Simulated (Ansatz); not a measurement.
# How fast states decay through Na5ClF4

Aim: relax a made-up compound, Na5ClF4, and see how good a tunnel barrier it would be. It is built by putting F for Br in the Na5Br4Cl structure of space group I4/mmm, with the volume rescaled by atomic radii. The parent structure comes from the Materials Project.

Main program and level: Ansatz 0.2.0; r2SCAN DFT, plane waves, PAW files, in the first sound run; inputs show where later runs differ.

The structure was built from a prototype and need not be the compound's stable phase.

## (1) Set-up

The structure is tetragonal, space group I4/mmm (No. 139). Conventional cell: a = 3.781 Å, b = 3.781 Å, c = 26.737 Å, α = 90.00°, β = 90.00°, γ = 90.00°. Na has 6 F at 2.67 to 2.70 Å nearest. Nearest to Na lie 1 Cl at 2.59 Å and 5 F at 2.67 to 2.73 Å. Nearest to Na lie 2 F at 2.64 Å and 4 Cl at 2.67 Å. F has 6 Na at 2.64 to 2.70 Å nearest. Nearest to F lie 6 Na at 2.67 to 2.73 Å. Nearest to Cl lie 6 Na at 2.59 to 2.67 Å. It derives from Na5Br4Cl. F for Br in the Na5Br4Cl structure of space group I4/mmm. Farther neighbours and most contacts between anions are not listed.

## (2) Relaxing the new crystal

The substituted atoms don't fit the parent's cell, so cell and atoms relax together. A small smearing keeps the run stable in case the gap closes on the way.

input.yaml reads:

```yaml
crystal:
  lattice:
    - [-1.8907174985, 1.8907174985, 13.3682976448]
    - [1.8907174985, -1.8907174985, 13.3682976448]
    - [1.8907174985, 1.8907174985, -13.3682976448]
  atoms:
    - { symbol: Na, position: [0.80009809, 0.80009809, 0.0] }
    - { symbol: Na, position: [0.19990191, 0.19990191, 0.0] }
    - { symbol: Na, position: [0.59683789, 0.59683789, 0.0] }
    - { symbol: Na, position: [0.0, 0.0, 0.0] }
    - { symbol: Na, position: [0.40316211, 0.40316211, 0.0] }
    - { symbol: F, position: [0.901246, 0.901246, 0.0] }
    - { symbol: F, position: [0.30090236, 0.30090236, 0.0] }
    - { symbol: F, position: [0.69909764, 0.69909764, 0.0] }
    - { symbol: F, position: [0.098754, 0.098754, 0.0] }
    - { symbol: Cl, position: [0.5, 0.5, 0.0] }
kpoints:
  mp_grid: { grid: [8, 8, 8] }
scf:
  occupations: { method: gaussian, width: 0.03 }
hamiltonian:
  xc: r2scan
output:
  forces: true
  stress: true
relax:
  f_tol: 0.02
  max_steps: 60
  cell: {}
```

Command:

```
> ansatz run input.yaml --threads 2 --pin off --max-ram 4096MiB --backend cpu --events-out ev --progress --plain --runs-dir out
```

Numbers of over 12 decimals in the logs are rounded to 6 here.

The program printed:

```text
basis.fft_grid_basis auto: the FFT boxes are laid along the combinations [[1, 0, 1], [0, 1, 1], [0, 0, 1]] of the cell's own vectors, 3.781, 3.781 and 13.633 Å long. The dense box has 30×30×100 points. Along the cell's own vectors, as sized, it would have 100×100×100, 11.11 times as many. Of the 16 symmetry operations that the crystal satisfies within crystal.symmetry.tolerance (time reversal apart; of a slab, those  [...]
Engine: ansatz 0.2.0, x86_64-unknown-linux-gnu
Pseudopotentials: kind: paw
Pseudopotential: Na, paw, valence charge 9, recommended cutoff 500 eV (meta_gga), Na.paw.azcp
Pseudopotential: F, paw, valence charge 7, recommended cutoff 500 eV (meta_gga), F.paw.azcp
Pseudopotential: Cl, paw, valence charge 7, recommended cutoff 500 eV (meta_gga), Cl.paw.azcp
Functional definition: r2SCAN
  parameter k0 = 0.174
  parameter k1 = 0.065
  parameter a1 = 4.9479
  exchange = r2scan_x(k0 = k0, k1 = k1, a1 = a1)
  correlation = r2scan_c
Crystal: 10 atoms, lattice volume = 191.157 Å³
Basis set: ecut = 500 eV, 4853 PW (Γ), FFT grids on a1+a3, a2+a3, a3, exchange–correlation on 120×120×400 points (64 copies of the dense FFT grid, shifted against one another)
Bands: 50, of which v1, the nominal top of the filled ones, is band 40 counted from 1 (39 counted from 0)
Symmetry: 16 space group operations
Space group: I4/mmm (ITA 139), of the structure as read, at distance tolerance 5.8e-5 Å
k-points: 59 of 512
Non-local potential: Na, projectors of the file, l = 0: 3, l = 1: 2, l = 2: 1
Non-local potential: F, projectors of the file, l = 0: 2, l = 1: 2, l = 2: 1
Non-local potential: Cl, projectors of the file, l = 0: 2, l = 1: 2, l = 2: 2
PAW form: soft (Blöchl's): semilocal exchange-correlation on the pseudo side does not see the compensation charge
PAW frozen core: Na, regenerated for the run's functional (the file was generated under x = pbe(κ = 0.804, μ = 0.219515), c = pbe(β = 0.066725))
PAW frozen core: F, regenerated for the run's functional (the file was generated under x = pbe(κ = 0.804, μ = 0.219515), c = pbe(β = 0.066725))
PAW frozen core: Cl, regenerated for the run's functional (the file was generated under x = pbe(κ = 0.804, μ = 0.219515), c = pbe(β = 0.066725))
PAW one-centre angular grid: Na, 302 points (default); XC on 339 of its mesh's 2595 points in the sphere
PAW one-centre angular grid: F, 302 points (default); XC on 160 Gauss nodes
PAW one-centre angular grid: Cl, 302 points (default); XC on 160 Gauss nodes
Initial density: superposition of atomic densities (neutral atoms: chi_scale 0, normalization atom), corrected by the library's trained network
Initial wavefunctions: pseudopotential atomic-orbital guess
Functional: x = r2scan, c = r2scan; τ floored in thin density (d = 2e-4 eV/Å³)
SCF iter   1: F=—  HF=-11779.228545 eV  |F-HF|=—  |Δ(HF+E_count)|=         —  Δρ=9.74e-3  dr2=1.45e-1  dr2_τ=9.00e-2  ethr=1.77e-3  ⟨swp⟩=6.9  Hψ=11098  notcnv=0  defer=24
preconditioner: auto → Resta (q_TF=auto, 2.360 Å⁻¹)  ε∞=2.0  [insulator: Δε(μ)=5.719 eV  Ē_g=22.285 eV  σ=0.030 eV  W_gap=1.00  n_scr=46 (ndim 8)  ℏωp=22.5 eV  f_vac=0.218  D(μ)=0.00/eV (n_scr^D=0)  ε∞_Penn≈2.0]
SCF iter   2: F=—  HF=-11779.341159 eV  |F-HF|=—  |Δ(HF+E_count)|=   1.13e-1  Δρ=4.27e-3  dr2=1.19e-2  dr2_τ=4.21e-3  ethr=1.81e-4  ⟨swp⟩=3.0  Hψ=6057  notcnv=0  defer=254
SCF iter   3: F=—  HF=-11779.341098 eV  |F-HF|=—  |Δ(HF+E_count)|=   6.15e-5  Δρ=1.28e-3  dr2=2.91e-3  dr2_τ=3.76e-4  ethr=1.49e-5  ⟨swp⟩=2.0  Hψ=4281  notcnv=0  defer=195
automatic band count: iteration 3 solves 49 bands in place of 50: the levels show a gap, and the empty bands left out lie too high to hold charge; the band table lists the bands solved (type scf.n_extra_bands for more)
SCF iter   4: F=—  HF=-11779.340816 eV  |F-HF|=—  |Δ(HF+E_count)|=   2.82e-4  Δρ=4.88e-4  dr2=2.46e-4  dr2_τ=2.93e-5  ethr=3.64e-6  ⟨swp⟩=2.0  Hψ=3355  notcnv=0  defer=195
SCF iter   5: F=—  HF=-11779.340873 eV  |F-HF|=—  |Δ(HF+E_count)|=   5.73e-5  Δρ=6.46e-5  dr2=4.34e-6  dr2_τ=1.29e-6  ethr=3.08e-7  ⟨swp⟩=3.0  Hψ=5142  notcnv=0  defer=195
SCF iter   6: F=—  HF=-11779.340933 eV  |F-HF|=—  |Δ(HF+E_count)|=   6.02e-5  Δρ=1.92e-5  dr2=4.74e-7  dr2_τ=9.67e-8  ethr=5.42e-9  ⟨swp⟩=2.0  Hψ=3694  notcnv=0  defer=195
SCF iter   7: F=-11779.340934 eV  HF=-11779.340934 eV  |F-HF|=2.71e-8  |Δ(HF+E_count)|=   6.80e-7  Δρ=6.15e-6  dr2=4.76e-8  dr2_τ=4.43e-9  ethr=1.25e-10  ⟨swp⟩=4.0  Hψ=8765  notcnv=0
SCF 1 converged in 7 iterations: F = -11779.340934 eV  dr2 = 4.76e-8
  greatest PAW one-centre occupation: 1.000 electrons in one spin orbital (limit 2), on the Na atom at site 3 (counted from 0), in its partial waves of l = 0
relax step   1: F+E_penalty+E_count = -11779.34093408 eV  Δ(F+E_penalty+E_count) = +0.000e0 eV  max|allowed force component| = 8.509e-1 eV/Å  Δτ_max = 0.0000 Å  P = -5.774 GPa  Ω = 191.157 Å³  (7 SCF iters, dr2 threshold 1.00e-7 eV, accepted)
Crystal: 10 atoms, lattice volume = 167.811 Å³
Basis set: ecut = 500 eV, 4251 PW (Γ), FFT grids on a1+a3, a2+a3, a3, exchange–correlation on 120×120×400 points (64 copies of the dense FFT grid, shifted against one another)
Initial density: handed on by an earlier stage of this run
Initial wavefunctions: those handed on with the density
iter 1 solved again at ethr=9.01e-4 eV; its pass at ethr=3.10e-3 eV (dr2=7.21e-1 eV) is discarded
SCF iter   1: F=—  HF=-11781.558805 eV  |F-HF|=—  |Δ(HF+E_count)|=         —  Δρ=2.44e-2  dr2=7.30e-1  dr2_τ=1.69e0  ethr=9.01e-4  ⟨swp⟩=1.1  Hψ=12248  notcnv=0
automatic band count: iteration 1 solves 46 bands in place of 50: the levels show a gap, and the empty bands left out lie too high to hold charge; the band table lists the bands solved (type scf.n_extra_bands for more)
preconditioner: auto → Resta (q_TF=auto, 2.411 Å⁻¹)  ε∞=2.2  [insulator: Δε(μ)=5.349 eV  Ē_g=21.719 eV  σ=0.030 eV  W_gap=1.00  n_scr=32 (ndim 8)  ℏωp=24.0 eV  f_vac=0.157  D(μ)=0.00/eV (n_scr^D=0)  ε∞_Penn≈2.2]
SCF iter   2: F=—  HF=-11780.354087 eV  |F-HF|=—  |Δ(HF+E_count)|=    1.20e0  Δρ=1.21e-2  dr2=1.50e-1  dr2_τ=1.63e-2  ethr=9.01e-4  ⟨swp⟩=3.4  Hψ=5150  notcnv=0  defer=1
SCF iter   3: F=—  HF=-11780.314355 eV  |F-HF|=—  |Δ(HF+E_count)|=   3.97e-2  Δρ=4.34e-3  dr2=2.57e-2  dr2_τ=2.57e-3  ethr=1.87e-4  ⟨swp⟩=2.4  Hψ=5198  notcnv=0  defer=94
SCF iter   4: F=—  HF=-11780.307635 eV  |F-HF|=—  |Δ(HF+E_count)|=   6.72e-3  Δρ=8.76e-4  dr2=1.03e-3  dr2_τ=8.02e-5  ethr=3.21e-5  ⟨swp⟩=2.6  Hψ=4584  notcnv=0  defer=94
SCF iter   5: F=—  HF=-11780.307900 eV  |F-HF|=—  |Δ(HF+E_count)|=   2.64e-4  Δρ=2.44e-4  dr2=7.72e-5  dr2_τ=1.15e-5  ethr=1.29e-6  ⟨swp⟩=2.1  Hψ=3806  notcnv=0  defer=94
[...]
SCF iter   4: F=—  HF=-11780.815776 eV  |F-HF|=—  |Δ(HF+E_count)|=   2.41e-3  Δρ=9.12e-4  dr2=9.48e-4  dr2_τ=7.55e-5  ethr=1.48e-5  ⟨swp⟩=2.3  Hψ=3909  notcnv=0  defer=78
SCF iter   5: F=—  HF=-11780.815864 eV  |F-HF|=—  |Δ(HF+E_count)|=   8.85e-5  Δρ=2.91e-4  dr2=1.03e-4  dr2_τ=1.28e-5  ethr=1.19e-6  ⟨swp⟩=2.0  Hψ=4169  notcnv=0  defer=78
SCF iter   6: F=—  HF=-11780.815894 eV  |F-HF|=—  |Δ(HF+E_count)|=   2.98e-5  Δρ=1.56e-4  dr2=1.88e-5  dr2_τ=2.42e-6  ethr=1.28e-7  ⟨swp⟩=2.0  Hψ=4668  notcnv=0  defer=78
SCF iter   7: F=—  HF=-11780.815894 eV  |F-HF|=—  |Δ(HF+E_count)|=   4.94e-7  Δρ=3.69e-5  dr2=1.45e-6  dr2_τ=1.35e-7  ethr=2.34e-8  ⟨swp⟩=2.0  Hψ=4577  notcnv=0  defer=78
SCF iter   8: F=-11780.815894 eV  HF=-11780.815894 eV  |F-HF|=1.84e-8  |Δ(HF+E_count)|=   7.18e-7  Δρ=6.40e-6  dr2=3.44e-8  dr2_τ=4.99e-9  ethr=1.25e-9  ⟨swp⟩=4.0  Hψ=8535  notcnv=0
SCF 3 converged in 8 iterations: F = -11780.815894 eV  dr2 = 3.44e-8
relax step   3: F+E_penalty+E_count = -11780.81589445 eV  Δ(F+E_penalty+E_count) = -5.079e-1 eV  max|allowed force component| = 2.004e-1 eV/Å  Δτ_max = 0.1661 Å  P = -0.763 GPa  Ω = 148.377 Å³  energy of the carried Pulay correction = +1.499e-2 eV  (8 SCF iters, dr2 threshold 1.00e-6 eV, accepted)
[...]
relax step   4: F+E_penalty+E_count = -11780.86532855 eV  Δ(F+E_penalty+E_count) = -4.943e-2 eV  max|allowed force component| = 1.016e-1 eV/Å  Δτ_max = 0.0774 Å  P = +0.175 GPa  Ω = 145.559 Å³  energy of the carried Pulay correction = +1.623e-2 eV  (7 SCF iters, dr2 threshold 1.00e-6 eV, accepted)
[...]
relax step   5: F+E_penalty+E_count = -11780.86831803 eV  Δ(F+E_penalty+E_count) = -2.989e-3 eV  max|allowed force component| = 4.798e-2 eV/Å  Δτ_max = 0.0204 Å  P = +0.047 GPa  Ω = 145.931 Å³  energy of the carried Pulay correction = +1.606e-2 eV  (5 SCF iters, dr2 threshold 8.55e-7 eV, accepted)
[...]
relax step   6: F+E_penalty+E_count = -11780.86873226 eV  Δ(F+E_penalty+E_count) = -4.142e-4 eV  max|allowed force component| = 3.259e-3 eV/Å  Δτ_max = 0.0055 Å  P = +0.018 GPa  Ω = 146.070 Å³  energy of the carried Pulay correction = +1.600e-2 eV  (5 SCF iters, dr2 threshold 1.44e-7 eV, accepted)
Basis set: ecut = 500 eV, 3711 PW (Γ), FFT grids on a1+a3, a2+a3, a3, exchange–correlation on 108×108×360 points (64 copies of the dense FFT grid, shifted against one another)
Initial wavefunctions: pseudopotential atomic-orbital guess (no wavefunctions were taken with the density)
iter 1 solved again at ethr=2.06e-7 eV; its pass at ethr=3.10e-3 eV (dr2=1.64e-4 eV) is discarded
SCF iter   1: F=—  HF=-11780.850284 eV  |F-HF|=—  |Δ(HF+E_count)|=         —  Δρ=8.38e-4  dr2=9.34e-5  dr2_τ=4.31e-4  ethr=2.06e-7  ⟨swp⟩=3.0  Hψ=18557  notcnv=0
preconditioner: auto → Resta (q_TF=auto, 2.468 Å⁻¹)  ε∞=2.2  [insulator: Δε(μ)=6.059 eV  Ē_g=23.177 eV  σ=0.030 eV  W_gap=1.00  n_scr=32 (ndim 8)  ℏωp=25.7 eV  f_vac=0.122  D(μ)=0.00/eV (n_scr^D=0)  ε∞_Penn≈2.2]
SCF iter   2: F=—  HF=-11780.850534 eV  |F-HF|=—  |Δ(HF+E_count)|=   2.49e-4  Δρ=4.23e-4  dr2=2.74e-5  dr2_τ=5.85e-5  ethr=1.17e-7  ⟨swp⟩=2.0  Hψ=3698  notcnv=0
SCF iter   3: F=—  HF=-11780.850604 eV  |F-HF|=—  |Δ(HF+E_count)|=   7.01e-5  Δρ=1.01e-4  dr2=5.72e-6  dr2_τ=1.67e-6  ethr=3.42e-8  ⟨swp⟩=2.0  Hψ=4963  notcnv=0
SCF iter   4: F=—  HF=-11780.850609 eV  |F-HF|=—  |Δ(HF+E_count)|=   5.41e-6  Δρ=6.45e-6  dr2=1.52e-8  dr2_τ=1.31e-8  ethr=7.16e-9  ⟨swp⟩=2.1  Hψ=4938  notcnv=0
SCF iter   5: F=—  HF=-11780.850609 eV  |F-HF|=—  |Δ(HF+E_count)|=   4.78e-8  Δρ=1.89e-6  dr2=2.17e-9  dr2_τ=7.89e-10  ethr=1.90e-11  ⟨swp⟩=2.0  Hψ=5006  notcnv=0
SCF iter   6: F=—  HF=-11780.850609 eV  |F-HF|=—  |Δ(HF+E_count)|=   1.14e-9  Δρ=6.65e-7  dr2=3.55e-10  dr2_τ=6.92e-11  ethr=2.71e-12  ⟨swp⟩=2.0  Hψ=4964  notcnv=0
SCF iter   7: F=-11780.850609 eV  HF=-11780.850609 eV  |F-HF|=1.82e-12  |Δ(HF+E_count)|=  2.36e-11  Δρ=1.33e-7  dr2=1.75e-11  dr2_τ=2.35e-12  ethr=1.00e-12  ⟨swp⟩=4.0  Hψ=8385  notcnv=0
SCF 7 converged in 7 iterations: F = -11780.850609 eV  dr2 = 1.75e-11
relax step   7: F+E_penalty+E_count = -11780.85060922 eV  Δ(F+E_penalty+E_count) = +1.812e-2 eV  max|allowed force component| = 2.682e-3 eV/Å  Δτ_max = 0.0000 Å  P = +0.011 GPa  Ω = 146.070 Å³  stress off target by 1.41e-2 GPa  SCF on the basis re-selected at this cell (its energy is not comparable with the rows above)  (7 SCF iters)
basis re-selected at this cell: Δ(F+E_penalty+E_count) = +1.812e-2 eV, ΔP = -0.006 GPa vs the last step (what re-selecting the basis moved, of the pressure what is left beyond the Pulay correction that the steps carried, after the strain that the cell walked since its last selection, with what the two solves' SCF thresholds leave and, on support functions, any second-order correction that the steps lacked; it is no measure of the basis error at this ecutwfc). The dense FFT grid was sized anew with the basis: this SCF ran on 27×27×90 points, the steps before it on 30×30×100, so part of this shift can come from that change (see relax.cell in the input reference). [rest of the remark cut]
SCF converged after 7 iterations
Free energy (F): -11780.850609 eV
Harris-Foulkes:  -11780.850609 eV  (|F-HF|=1.82e-12)
Internal energy: -11780.850609 eV  (E = F + TS)
E sigma→0 (E₀):  -11780.850609 eV
Fermi energy:    3.898298 eV
--- Per-component energies (eV) ---
  E_band       = -1272.916575
  E_kinetic    = 1605.565475
  E_local      = -8702.520881  (includes V_loc(G=0)·N_el)
  E_nonlocal   = 899.380949
  E_hartree    = 3139.441545
  E_xc         = -611.251097
  E_vxc        = -886.134576  (∫ρ·V_xc dr)
  E_paw        = -2816.433456  (= ΣΔE_a)
  E_vpaw       = -535.662046  (= ΣTr[D̂ρ^β])
  E_aug_tail   = 0.004257  (compensation charges beyond the density's cutoff)
  E_vtau       = 67.567054  (kinetic-family band-sum trace: ∫τ·v_τ [+ j·A + Jᵃ·Aᵃ] dr)
  E_ewald      = -5294.644091
  E_core_change = -0.393309  (= ΣΔE_core)
  E_smearing   = -0.000000  (= −TS)
  E_closure    = -0.000000  (closes the sum)
  Σ components = -11780.850609   (vs F -11780.850609, Δ=0.00e0)
--- Forces (eV/Å), atoms counted from 1 ---
  atom   1  Na     0.00000000     0.00000000    -0.00105383
  atom   2  Na     0.00000000     0.00000000     0.00105383
  atom   3  Na     0.00000000    -0.00000000     0.00266988
  atom   4  Na     0.00000000     0.00000000     0.00000000
  atom   5  Na     0.00000000    -0.00000000    -0.00266988
  atom   6  F      0.00000000    -0.00000000    -0.00052413
  atom   7  F      0.00000000     0.00000000     0.00268180
  atom   8  F      0.00000000     0.00000000    -0.00268180
  atom   9  F      0.00000000     0.00000000     0.00052413
  atom  10  Cl    -0.00000000     0.00000000     0.00000000
  max |Σ_I F_I| component: 1.19e-18 eV/Å
--- Stress (GPa, compression-positive) ---
        0.014101      -0.000000       0.000000
       -0.000000       0.014101       0.000000
        0.000000       0.000000       0.005372
  P = ⅓ Tr σ = 0.0112 GPa (0.112 kbar)
--- Relaxed structure (6 steps of the walk, 6 accepted, 1 SCFs on fresh bases) ---
  F+E_penalty+E_count = -11780.85060922 eV   max|allowed force component| = 2.682e-3 eV/Å   (the final SCF, on the basis selected at the relaxed cell)
  cell:  # Å, volume = 146.0698 Å³
    - [-1.745722, 1.745722, 11.982574]
    - [1.745722, -1.745722, 11.982574]
    - [1.745722, 1.745722, -11.982574]
  atoms:
    - { symbol: Na, position: [0.797272, 0.797272, 0] }
    - { symbol: Na, position: [0.202728, 0.202728, 0] }
    - { symbol: Na, position: [0.611298, 0.611298, 0] }
    - { symbol: Na, position: [1.0543323179069155e-19, 1.0543323179069161e-19, 0] }
    - { symbol: Na, position: [0.388702, 0.388702, 0] }
    - { symbol: F, position: [0.891714, 0.891714, 0] }
    - { symbol: F, position: [0.296234, 0.296234, 0] }
    - { symbol: F, position: [0.703766, 0.703766, 0] }
    - { symbol: F, position: [0.108286, 0.108286, 0] }
    - { symbol: Cl, position: [0.500000, 0.500000, 0] }
```

It took 74 s on 2 threads of Intel Xeon 6975P-C (Granite Rapids), shared host; peak memory 1.1 GiB; 2.4 min of CPU time.

The steps of the relaxation:

| step | energy less that of the first step (eV) | largest force component (eV/Å) | pressure (GPa) | volume (Å³) |
| --- | --- | --- | --- | --- |
| 1 | 0.0000 | 0.8509 | -5.77 | 191.16 |
| 2 | -0.9671 | 0.4384 | -4.34 | 167.81 |
| 3 | -1.4750 | 0.2004 | -0.76 | 148.38 |
| 4 | -1.5244 | 0.1016 | 0.17 | 145.56 |
| 5 | -1.5274 | 0.0480 | 0.05 | 145.93 |
| 6 | -1.5278 | 0.0033 | 0.02 | 146.07 |
| 7* | -1.5097 | 0.0027 | 0.01 | 146.07 |

Relaxation steps marked * repeat the geometry before them on a plane-wave basis chosen anew for their cell, so energy and pressure can jump there.

The run keeps the 16 symmetry operations that it works with, so distortions that break them were not tested.

| conventional cell, symmetrised | before | after | change |
| --- | --- | --- | --- |
| a (Å) | 3.781 | 3.491 | -7.7 % |
| b (Å) | 3.781 | 3.491 | -7.7 % |
| c (Å) | 26.737 | 23.965 | -10.4 % |
| volume (Å³/atom) | 19.12 | 14.61 | -23.6 % |

The atoms that moved most (Å, as changes of fractional coordinates times the final cell):

| atom | dx | dy | dz | length |
| --- | --- | --- | --- | --- |
| Na3 | 0.000 | 0.000 | 0.347 | 0.347 |
| Na5 | 0.000 | 0.000 | -0.347 | 0.347 |
| F6 | 0.000 | 0.000 | -0.228 | 0.228 |
| F9 | 0.000 | 0.000 | 0.228 | 0.228 |
| F7 | 0.000 | 0.000 | -0.112 | 0.112 |
| F8 | 0.000 | 0.000 | 0.112 | 0.112 |
| Na1 | 0.000 | 0.000 | -0.068 | 0.068 |
| Na2 | 0.000 | 0.000 | 0.068 | 0.068 |

This step gave:

| Property | Result |
| --- | --- |
| free energy | -11780.8506 eV |
| Fermi energy | 3.898 eV |
| pressure | 0.01119 GPa |

The largest force component on a free atom ends at 0.0027 eV/Å.

## (3) Band edges

The energy window and the wavevectors of the next steps follow from the band edges, so these are searched first, off the mesh as well.

input.yaml reads:

```yaml
crystal:
  lattice:
    - [-1.7457223306, 1.7457223306, 11.9825738703]
    - [1.7457223306, -1.7457223306, 11.9825738703]
    - [1.7457223306, 1.7457223306, -11.9825738703]
  atoms:
    - { symbol: Na, position: [0.7972719846, 0.7972719846, 0.0] }
    - { symbol: Na, position: [0.2027280154, 0.2027280154, 0.0] }
    - { symbol: Na, position: [0.6112978295, 0.6112978295, 0.0] }
    - { symbol: Na, position: [0.0, 0.0, 0.0] }
    - { symbol: Na, position: [0.3887021705, 0.3887021705, 0.0] }
    - { symbol: F, position: [0.8917142697, 0.8917142697, 0.0] }
    - { symbol: F, position: [0.2962340509, 0.2962340509, 0.0] }
    - { symbol: F, position: [0.7037659491, 0.7037659491, 0.0] }
    - { symbol: F, position: [0.1082857303, 0.1082857303, 0.0] }
    - { symbol: Cl, position: [0.5, 0.5, 0.0] }
kpoints:
  mp_grid: { grid: [8, 8, 8] }
  band_path: { path: [VBM, CBM], npoints: 30 }
scf:
  occupations: { method: fixed }
hamiltonian:
  xc: r2scan
output:
  eigenvalues: true
  write_potential: true
  write_density: true
  volumetric_format: npy
```

The program printed:

```text
[...]
Crystal: 10 atoms, lattice volume = 146.070 Å³
Basis set: ecut = 500 eV, 3711 PW (Γ), FFT grids on a1−a2, a2, a1+a3, exchange–correlation on 160×360×108 points (64 copies of the dense FFT grid, shifted against one another)
Bands: 50, of which v1, the nominal top of the filled ones, is band 40 counted from 1 (39 counted from 0)
Symmetry: 16 space group operations
[...]
k-points: 59 of 512
[...]
SCF iter   1: F=—  HF=-11780.711332 eV  |F-HF|=—  |Δ(HF+E_count)|=         —  Δρ=9.30e-3  dr2=8.17e-2  dr2_τ=1.05e-1  ethr=1.77e-3  ⟨swp⟩=4.8  Hψ=8751  notcnv=0  defer=442
[...]
SCF iter   7: F=-11780.850609 eV  HF=-11780.850609 eV  |F-HF|=3.44e-8  |Δ(HF+E_count)|=   1.76e-7  Δρ=9.70e-6  dr2=7.57e-8  dr2_τ=1.11e-8  ethr=1.25e-10  ⟨swp⟩=11.6  Hψ=12171  notcnv=0
SCF 1 converged in 7 iterations: F = -11780.850609 eV  dr2 = 7.57e-8
[...]
NSCF: frozen V_eff on 30 k-points
[...]
SCF converged after 7 iterations
Free energy (F): -11780.850609 eV
[...]
Internal energy: -11780.850609 eV  (E = F + TS)
E sigma→0 (E₀):  -11780.850609 eV
Fermi energy:    0.868437 eV
[...]
--- Band table (eV; the first three rows and the last of 59) ---
  k-point 0: bands = [... 36 lower, 0.1832, 0.3963, 0.8684, 0.8684, 6.9278, 8.5108, 8.9143, 10.7086, ... 6 higher]
  k-point 1: bands = [... 36 lower, 0.1355, 0.4009, 0.5168, 0.6096, 7.5679, 8.9111, 9.4372, 11.4717, ... 6 higher]
  k-point 2: bands = [... 36 lower, 0.0286, 0.1903, 0.2152, 0.3541, 9.1146, 9.9272, 10.6961, 11.9269, ... 6 higher]
  k-point 58: bands = [... 36 lower, 0.2096, 0.2735, 0.8681, 0.8681, 7.2322, 7.6498, 10.2967, 10.3389, ... 6 higher]
```

Wall time 22 s (2 threads); peak memory 1 GiB.

Numbers from this step:

```yaml
fermi_energy: 0.8684 eV
gap_on_the_k_mesh: 6.059 eV
gap_on_path: 6.059 eV, by band count; negative where bands overlap
direct_gap_on_path: 6.059 eV
edge_places_on_path: 0, 0 1/A along the path
```

Levels at VBM (eV): -1.82, -1.76, -1.33, -1.16, -1.16, -1.09, -0.95, -0.95, -0.69, -0.69, -0.69, -0.69, -0.47, 0.00, 0.00, 6.06, 7.64.

The searched edges give 6.06 eV, as on the mesh.

(Part 1 of 2 ends here.)

[Logs are printed without paths, hosts, clocks, repeated set-up lines and the standing remarks that a program may print on its own settings, such as how far it seeks lower states.]

[Hosts, paths, dates, database ids (printed as entryN), source tags and the programs' standing remarks are cut or masked in the printed files.]
